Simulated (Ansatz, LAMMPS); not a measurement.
## Amorphous Ge (61 atoms): a reference run and its variants

Density of this cell: 5.38 g/cm³. The cell holds 61 atoms: 61 Ge. Its edges and angles: a = 11.099 Å, b = 11.099 Å, c = 11.099 Å, α = 90.0°, β = 90.0°, γ = 90.0°. 61 atoms (61 Ge) placed at random at 5.38 g/cm³, melted at 3500 K for 10 ps at fixed volume with the Tersoff potential (Tersoff, Phys. Rev. B 39, 5566 (1989)). Quenched from 3500 K to 100 K at 5 K/ps and fixed volume, held 5 ps, then minimised at fixed cell.

Geometry: as built.

Reference run: Kohn-Sham DFT, PBE, PAW (set soft_2), plane waves (Ansatz 0.2.0), cutoff 750 eV, Γ point, fermi-dirac smearing of 0.025 eV.

* r.m.s. force component: 0.2636 eV/Å
* spacing of highest filled and lowest empty level: 0.141 eV
* SCF cycles: 10
* time: 27 s on 8 threads of Arm Neoverse V1, shared host

Q: Estimate how much each variant changes the results, and its time and memory.
- support functions medium
- support functions low
- support functions high
- support functions medium, radius 4.07 Å
- support functions medium, radius 4.41 Å
- support functions medium, radius 4.7 Å
- support functions medium, radius 5.04 Å
- support functions medium, radius 5.67 Å
- support functions medium, radius 6.3 Å

Each row is set against the run with plane waves at 750 eV (Kohn-Sham DFT, PBE, PAW (set soft_2), plane waves; r.m.s. force component 0.264 eV/Å). Energies are set beside the reference only for runs with its functional, potentials and electron count. Times are for 8 threads of Arm Neoverse V1, shared host.

| run | Δ force, r.m.s. (meV/Å) | share of r.m.s. force (%) | Δ energy (meV/atom) | cycles | time | host memory (GiB) |
| --- | --- | --- | --- | --- | --- | --- |
| reference | - | - | - | 10 | 27 s | 4.2 |
| support functions medium | 0.094 | 0.0355 | -0.140 | 13 | 83 s | 3.5 |
| support functions low | 0.119 | 0.0451 | -0.140 | 11 | 71 s | 3.5 |
| support functions high | 0.017 | 0.0063 | -0.115 | 16 | 3.5 min | 5.2 |
| support functions medium, radius 4.07 Å | 0.153 | 0.0579 | -0.138 | 13 | 76 s | 3.3 |
| support functions medium, radius 4.41 Å | 0.054 | 0.0206 | -0.141 | 13 | 84 s | 3.8 |
| support functions medium, radius 4.7 Å | 0.049 | 0.0184 | -0.141 | 13 | 2 min | 4.2 |
| support functions medium, radius 5.04 Å | 0.049 | 0.0186 | -0.141 | 13 | 2.8 min | 4.8 |
| support functions medium, radius 5.67 Å | 0.052 | 0.0196 | -0.141 | 13 | 4.8 min | 5.9 |
| support functions medium, radius 6.3 Å | 0.052 | 0.0198 | -0.141 | 13 | 7.8 min | 7.5 |

Among numerical settings the force difference runs from 0.017 meV/Å (support functions high) to 0.15 meV/Å (support functions medium, radius 4.07 Å). At 61 atoms the fastest of the runs at a preset level, support functions low, takes 2.6 times the time of plane waves, in 11 SCF cycles against 10. Differences between support functions and plane waves include what basis error the plane-wave run still has. As the radius goes from 4.07 to 6.3 Å, the force difference goes from 0.15 to 0.052 meV/Å (not steadily; the least is 0.049 at 4.7 Å), and the time from 76 s to 7.8 min. 

[Hosts, paths, dates, database ids (printed as entryN), source tags and the programs' standing remarks are cut or masked in the printed files.]
